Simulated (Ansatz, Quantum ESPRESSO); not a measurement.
# SrSi3 (Pm-3m): zone-centre phonons, part 2 of 3

Aim: the zone-centre modes of SrSi3 (Pm-3m).

Quantum ESPRESSO 7.5; DFT PBE, scalar-relativistic, plane waves, PseudoDojo norm-conserving pseudopotentials.

So far. Step 2 (A first look): No gap opens on this mesh, so smearing is kept; the start stands at -7.7 GPa. Step 4 (Ground state): The cell stands at -0.004 GPa, close enough for phonons. The relaxed cell has a = 4.311 Å (conventional setting).

The structure was built from a prototype and need not be the compound's stable phase.

## 5. Zone-centre response

At q = 0 one unit cell holds all displacements; symmetry groups them into irreducible representations that are solved one by one. With smeared occupations no response to a homogeneous field can be asked.

ph.in reads:

```
phonons
&INPUTPH
  prefix       = 'x'
  outdir       = './tmp'
  fildyn       = 'g.dyn'
  tr2_ph       = 1.0d-18
  alpha_mix(1) = 0.4
  nmix_ph      = 8
/
0.000000000000 0.000000000000 0.000000000000
```

The run is started by

```
> OMP_NUM_THREADS=1 mpirun -n 4 ph.x -nk 4 -in ph.in > ph.out
```

What it wrote:

```text
[banners, grids, parts of the stress and lines that vanish by symmetry left out]
[banner, memory and clock lines left out]
Program PHONON v.7.5

     ./tmp/x.save/

     IMPORTANT: XC functional enforced from input :
     Exchange-correlation= PBE
                           (   1   4   3   4   0   0   0)
     Any further DFT definition will be discarded
     Please, verify this is what you really want

     G-vector sticks info

     Reading collected, re-writing distributed wavefunctions in ./tmp/

     Number and degeneracy of irreps per q-point
       N         xq(1)         xq(2)         xq(3)   N irreps
       1   0.000000000   0.000000000   0.000000000       4
        3   3   3   3

     Calculation of q =    0.0000000   0.0000000   0.0000000

     phonons

     bravais-lattice index     =            1
     lattice parameter (alat)  =       8.1465  a.u.
     unit-cell volume          =     540.6541 (a.u.)^3
     number of atoms/cell      =            4
     number of atomic types    =            2
     kinetic-energy cut-off    =      68.0000  Ry
     charge density cut-off    =     272.0000  Ry
     convergence threshold     =      1.0E-18
     beta                      =       0.4000
     number of iterations used =            8
     Exchange-correlation= PBE
                           (   1   4   3   4   0   0   0)

     celldm(1)=    8.14654  celldm(2)=    0.00000  celldm(3)=    0.00000
     celldm(4)=    0.00000  celldm(5)=    0.00000  celldm(6)=    0.00000

     crystal axes: (cart. coord. in units of alat)
               a(1) = (  1.0000  0.0000  0.0000 )
               a(2) = (  0.0000  1.0000  0.0000 )
               a(3) = (  0.0000  0.0000  1.0000 )

     reciprocal axes: (cart. coord. in units 2 pi/alat)
               b(1) = (  1.0000  0.0000  0.0000 )
               b(2) = (  0.0000  1.0000  0.0000 )
               b(3) = (  0.0000  0.0000  1.0000 )

     Atoms inside the unit cell:

     Cartesian axes

     site n.  atom      mass           positions (alat units)
        1  Sr     87.6200   tau(    1) = (    0.00000    0.00000    0.00000  )
        2  Si     28.0850   tau(    2) = (    0.00000    0.50000    0.50000  )
        3  Si     28.0850   tau(    3) = (    0.50000    0.00000    0.50000  )
        4  Si     28.0850   tau(    4) = (    0.50000    0.50000    0.00000  )

     Computing dynamical matrix for
                    q = (   0.0000000   0.0000000   0.0000000 )

     49 Sym.Ops. (with q -> -q+G )

     G cutoff =  457.2519  (  40843 G-vectors)     FFT grid: ( 45, 45, 45)

     number of k points=    35  Marzari-Vanderbilt smearing, width (Ry)=  0.0200
                       cart. coord. in units 2pi/alat
        k(    1) = (   0.0000000   0.0000000   0.0000000), wk =   0.0039062
        k(    2) = (   0.0000000   0.0000000   0.1250000), wk =   0.0234375
        k(    3) = (   0.0000000   0.0000000   0.2500000), wk =   0.0234375
        [... further k-points left out ...]

     PseudoPot. # 1 for Sr read from file:
     ./pseudo/Sr.upf
     Pseudo is Norm-conserving + core correction, Zval = 10.0
     Using radial grid of 1834 points,  6 beta functions with:
                l(1) =   0
                l(2) =   0
                l(3) =   1
                l(4) =   1
                l(5) =   2
                l(6) =   2

     PseudoPot. # 2 for Si read from file:
     ./pseudo/Si.upf
     Pseudo is Norm-conserving + core correction, Zval =  4.0
     Using radial grid of 1510 points,  6 beta functions with:
                l(1) =   0
                l(2) =   0
                l(3) =   1
                l(4) =   1
                l(5) =   2
                l(6) =   2

     Mode symmetry, O_h (m-3m)  point group:

     Atomic displacements:
     There are    4 irreducible representations

     Representation     1      3 modes -  To be done

     Representation     2      3 modes -  To be done

     Representation     3      3 modes -  To be done

     Representation     4      3 modes -  To be done

     Alpha used in Ewald sum =   2.6000

     Representation #   1 modes #   1   2   3

     Self-consistent Calculation
      iter #   1   av.it.:   5.4
      thresh= 1.000E-02 alpha_mix =  0.400 |ddv_scf|^2 =  9.941E-08
      iter #   2   av.it.:  12.1
      thresh= 3.153E-05 alpha_mix =  0.400 |ddv_scf|^2 =  5.470E-10
      iter #   3   av.it.:  12.4
      thresh= 2.339E-06 alpha_mix =  0.400 |ddv_scf|^2 =  1.042E-10
      iter #   4   av.it.:  13.1
      thresh= 1.021E-06 alpha_mix =  0.400 |ddv_scf|^2 =  1.968E-12
      iter #   5   av.it.:  13.4
      thresh= 1.403E-07 alpha_mix =  0.400 |ddv_scf|^2 =  4.640E-14
      iter #   6   av.it.:  13.0
      thresh= 2.154E-08 alpha_mix =  0.400 |ddv_scf|^2 =  4.095E-15
      iter #   7   av.it.:  13.0
      thresh= 6.399E-09 alpha_mix =  0.400 |ddv_scf|^2 =  1.228E-16
      iter #   8   av.it.:  13.4
      thresh= 1.108E-09 alpha_mix =  0.400 |ddv_scf|^2 =  4.106E-19

     End of self-consistent calculation

     Convergence has been achieved

     Representation #   2 modes #   4   5   6

     Self-consistent Calculation
      iter #   1   av.it.:   4.5
      thresh= 1.000E-02 alpha_mix =  0.400 |ddv_scf|^2 =  2.295E-08
      iter #   2   av.it.:  11.9
      thresh= 1.515E-05 alpha_mix =  0.400 |ddv_scf|^2 =  4.042E-10
      iter #   3   av.it.:  12.1
      thresh= 2.010E-06 alpha_mix =  0.400 |ddv_scf|^2 =  9.430E-11
      iter #   4   av.it.:  12.2
      thresh= 9.711E-07 alpha_mix =  0.400 |ddv_scf|^2 =  6.058E-12
      iter #   5   av.it.:  12.5
      thresh= 2.461E-07 alpha_mix =  0.400 |ddv_scf|^2 =  3.884E-14
      iter #   6   av.it.:  13.1
      thresh= 1.971E-08 alpha_mix =  0.400 |ddv_scf|^2 =  3.420E-15
[...]
End of self-consistent calculation

     Convergence has been achieved

     Representation #   3 modes #   7   8   9

     Self-consistent Calculation
[...]
End of self-consistent calculation

     Convergence has been achieved

     Representation #   4 modes #  10  11  12

     Self-consistent Calculation
[...]
iter #   2   av.it.:  11.9
      thresh= 6.469E-06 alpha_mix =  0.400 |ddv_scf|^2 =  5.884E-10
      iter #   3   av.it.:  12.5
      thresh= 2.426E-06 alpha_mix =  0.400 |ddv_scf|^2 =  3.226E-11
      iter #   4   av.it.:  12.7
      thresh= 5.680E-07 alpha_mix =  0.400 |ddv_scf|^2 =  1.482E-13
      iter #   5   av.it.:  12.9
      thresh= 3.849E-08 alpha_mix =  0.400 |ddv_scf|^2 =  1.576E-14
      iter #   6   av.it.:  13.0
      thresh= 1.256E-08 alpha_mix =  0.400 |ddv_scf|^2 =  7.894E-17
      iter #   7   av.it.:  12.9
      thresh= 8.885E-10 alpha_mix =  0.400 |ddv_scf|^2 =  8.819E-18
      iter #   8   av.it.:  13.1
      thresh= 2.970E-10 alpha_mix =  0.400 |ddv_scf|^2 =  6.863E-20

     End of self-consistent calculation

     Convergence has been achieved

     Number of q in the star =    1
     List of q in the star:
          1   0.000000000   0.000000000   0.000000000

     Diagonalizing the dynamical matrix

     q = (    0.000000000   0.000000000   0.000000000 )

 **************************************************************************
     freq (    1) =      -6.956149 [THz] =    -232.032154 [cm-1]
     freq (    2) =      -6.956149 [THz] =    -232.032154 [cm-1]
     freq (    3) =      -6.956149 [THz] =    -232.032154 [cm-1]
     freq (    4) =       0.021700 [THz] =       0.723843 [cm-1]
     freq (    5) =       0.021700 [THz] =       0.723843 [cm-1]
     freq (    6) =       0.021700 [THz] =       0.723843 [cm-1]
     freq (    7) =       5.794371 [THz] =     193.279422 [cm-1]
     freq (    8) =       5.794371 [THz] =     193.279422 [cm-1]
     freq (    9) =       5.794371 [THz] =     193.279422 [cm-1]
     freq (   10) =       7.770845 [THz] =     259.207502 [cm-1]
     freq (   11) =       7.770845 [THz] =     259.207502 [cm-1]
     freq (   12) =       7.770845 [THz] =     259.207502 [cm-1]
 **************************************************************************

     Mode symmetry, O_h (m-3m)  point group:

     freq (   1-   3) =       -232.0  [cm-1]   --> T_1u G_15  G_4- I
     freq (   4-   6) =          0.7  [cm-1]   --> T_1u G_15  G_4- I
     freq (   7-   9) =        193.3  [cm-1]   --> T_2u G_25  G_5-
     freq (  10-  12) =        259.2  [cm-1]   --> T_1u G_15  G_4- I
```

Elapsed: 5 min, on 4 MPI ranks of Arm Neoverse V2, shared host; 20 min of CPU time.

Numbers from this step:

| Quantity | Value |
| --- | --- |
| largest acoustic frequency at the zone centre before the sum rule | 0.72 cm⁻¹ |
| highest optical zone-centre mode (no LO-TO term) | 259.2 cm⁻¹ |
| lowest optical zone-centre mode | -232.0 cm⁻¹ |

The acoustic modes at Γ come out as far as 0.7 cm⁻¹ from zero, where they should vanish, a small numerical error. The lowest optical mode is imaginary, 232i cm⁻¹, an instability at this level and on this k mesh.

## 6. Modes with the sum rule

A rigid shift of the crystal must cost nothing, but grids and finite bases break this; the acoustic sum rule is imposed before the matrix is diagonalised again.

dynmat.in reads:

```
&INPUT
  fildyn = 'g.dyn'
  asr    = 'simple'
  fileig = 'dynmat.eig'
/
```

The run is started by

```
> dynmat.x -in dynmat.in > dynmat.out
```

What it wrote:

```text
[banner, memory and clock lines left out]
Program DYNMAT v.7.5

     Reading Dynamical Matrix from file g.dyn
     ...Force constants read
     ...epsilon and Z* not read (not found on file)
     A direction for q was not specified:TO-LO splitting will be absent

     Polarizability (A^3 units)
     multiply by 1.000000 for Clausius-Mossotti correction
         0.000000    0.000000    0.000000
         0.000000    0.000000    0.000000
         0.000000    0.000000    0.000000

     IR activities are in (D/A)^2/amu units

# mode   [cm-1]    [THz]      IR
    1   -232.03   -6.9562    0.0000
    2   -232.03   -6.9562    0.0000
    3   -232.03   -6.9562    0.0000
    4     -0.00   -0.0000    0.0000
    5      0.00    0.0000    0.0000
    6      0.00    0.0000    0.0000
    7    193.28    5.7943    0.0000
    8    193.28    5.7943    0.0000
    9    193.28    5.7943    0.0000
   10    259.21    7.7708    0.0000
   11    259.21    7.7708    0.0000
   12    259.21    7.7708    0.0000

[end of the log left out, with the tail of the file of modes that dynmat.x writes under the same name]
```

It took 0.45 s on 1 thread.

Unit eigenvectors of the mass-weighted matrix after the sum rule; no LO-TO term. The modes at Γ (shares of kinetic energy by element, %) (negative means imaginary):

| mode | frequency (cm⁻¹) | Sr % | Si % |
| --- | --- | --- | --- |
| 1 | -232.0 | 4 | 96 |
| 2 | -232.0 | 4 | 96 |
| 3 | -232.0 | 4 | 96 |
| 4 | 0.0 | 51 | 49 |
| 5 | 0.0 | 51 | 49 |
| 6 | 0.0 | 51 | 49 |
| 7 | 193.3 | 0 | 100 |
| 8 | 193.3 | 0 | 100 |
| 9 | 193.3 | 0 | 100 |
| 10 | 259.2 | 45 | 55 |
| 11 | 259.2 | 45 | 55 |
| 12 | 259.2 | 45 | 55 |

Displacements in mode 1 (-232.0 cm⁻¹), the largest set to 1:
```
Sr1  0.00  0.00 -0.13
Si2  0.00  0.00 -0.29
Si3  0.00  0.00 -0.29
Si4  0.00  0.00  1.00
```

Displacements in mode 9 (193.3 cm⁻¹), the largest set to 1:
```
Sr1  0.00  0.00  0.00
Si2  0.00  0.43  0.72
Si3  1.00  0.00 -0.72
Si4 -1.00 -0.43  0.00
```

The rule moves no optical mode by more than 0.1 cm⁻¹.

## 7. Sum rules set otherwise (asr no)

Without the rule the raw error of the acoustic modes shows.

dynmat.in reads:

```
&INPUT
  fildyn = 'g.dyn'
  asr    = 'no'
  fileig = 'dynmat.eig'
/
```

The run is started by

```
> dynmat.x -in dynmat.in > dynmat.out
```

What it wrote:

```text
[banner, memory and clock lines left out]
Program DYNMAT v.7.5

     Reading Dynamical Matrix from file g.dyn
     ...Force constants read
     ...epsilon and Z* not read (not found on file)
     A direction for q was not specified:TO-LO splitting will be absent

     Polarizability (A^3 units)
     multiply by 1.000000 for Clausius-Mossotti correction
         0.000000    0.000000    0.000000
         0.000000    0.000000    0.000000
         0.000000    0.000000    0.000000

     IR activities are in (D/A)^2/amu units

# mode   [cm-1]    [THz]      IR
    1   -232.03   -6.9561    0.0000
    2   -232.03   -6.9561    0.0000
    3   -232.03   -6.9561    0.0000
    4      0.72    0.0217    0.0000
    5      0.72    0.0217    0.0000
    6      0.72    0.0217    0.0000
    7    193.28    5.7944    0.0000
    8    193.28    5.7944    0.0000
    9    193.28    5.7944    0.0000
   10    259.21    7.7708    0.0000
   11    259.21    7.7708    0.0000
   12    259.21    7.7708    0.0000

[end of the log left out, with the tail of the file of modes that dynmat.x writes under the same name]
```

Wall time 0.45 s (1 thread).

Zone-centre frequencies as printed; negative means imaginary. Modes:

| mode | frequency (cm⁻¹) |
| --- | --- |
| 1 | -232 |
| 2 | -232 |
| 3 | -232 |
| 4 | 0.72 |
| 5 | 0.72 |
| 6 | 0.72 |
| 7 | 193.3 |
| 8 | 193.3 |
| 9 | 193.3 |
| 10 | 259.2 |
| 11 | 259.2 |
| 12 | 259.2 |

Against the first rule no mode moves by more than 0.8 cm⁻¹.

## 8. Sum rules set otherwise: a sum rule for molecules or wires on a crystal

This rule also removes rotations, which suits molecules and not a crystal; it is tried to see the harm.

dynmat.in reads:

```
&INPUT
  fildyn = 'g.dyn'
  asr    = 'zero-dim'
  fileig = 'dynmat.eig'
/
```

The run is started by

```
> dynmat.x -in dynmat.in > dynmat.out
```

What it wrote:

```text
[banner, memory and clock lines left out]
Program DYNMAT v.7.5

     Reading Dynamical Matrix from file g.dyn
     ...Force constants read
     ...epsilon and Z* not read (not found on file)
     Acoustic Sum Rule: || Z*(ASR) - Z*(orig)|| =    0.000000E+00
     Acoustic Sum Rule: ||dyn(ASR) - dyn(orig)||=    3.513906E-01
     A direction for q was not specified:TO-LO splitting will be absent

     Polarizability (A^3 units)
     multiply by 1.000000 for Clausius-Mossotti correction
         0.000000    0.000000    0.000000
         0.000000    0.000000    0.000000
         0.000000    0.000000    0.000000

     IR activities are in (D/A)^2/amu units

# mode   [cm-1]    [THz]      IR
    1   -232.03   -6.9561    0.0000
    2    -53.42   -1.6014    0.0000
    3    -53.42   -1.6014    0.0000
    4     -0.00   -0.0000    0.0000
    5     -0.00   -0.0000    0.0000
    6     -0.00   -0.0000    0.0000
    7      0.00    0.0000    0.0000
    8      0.00    0.0000    0.0000
    9      0.00    0.0000    0.0000
   10    259.21    7.7708    0.0000
   11    260.75    7.8170    0.0000
   12    260.75    7.8170    0.0000

[end of the log left out, with the tail of the file of modes that dynmat.x writes under the same name]
```

It took 0.45 s on 1 thread.

The run ended normally, but on settings that are not sound.

The fault: a sum rule for molecules or wires on a crystal; 3 optical modes are projected out to zero frequency, as if they were rotations.

For a crystal the rule has to be 'simple' or 'crystal'.

Zone-centre frequencies as printed; negative means imaginary. Modes:

| mode | frequency (cm⁻¹) |
| --- | --- |
| 1 | -232 |
| 2 | -53.42 |
| 3 | -53.42 |
| 4 | 0 |
| 5 | 0 |
| 6 | 0 |
| 7 | 0 |
| 8 | 0 |
| 9 | 0 |
| 10 | 259.2 |
| 11 | 260.8 |
| 12 | 260.8 |

(Continued in part 3 of 3.)

[Host names and launcher messages were left out of these logs when they were recorded.]

[Logs are printed without paths, hosts, clocks, repeated set-up lines and the standing remarks that a program may print on its own settings, such as how far it seeks lower states.]

[Hosts, paths, dates, database ids (printed as entryN), source tags and the programs' standing remarks are cut or masked in the printed files.]
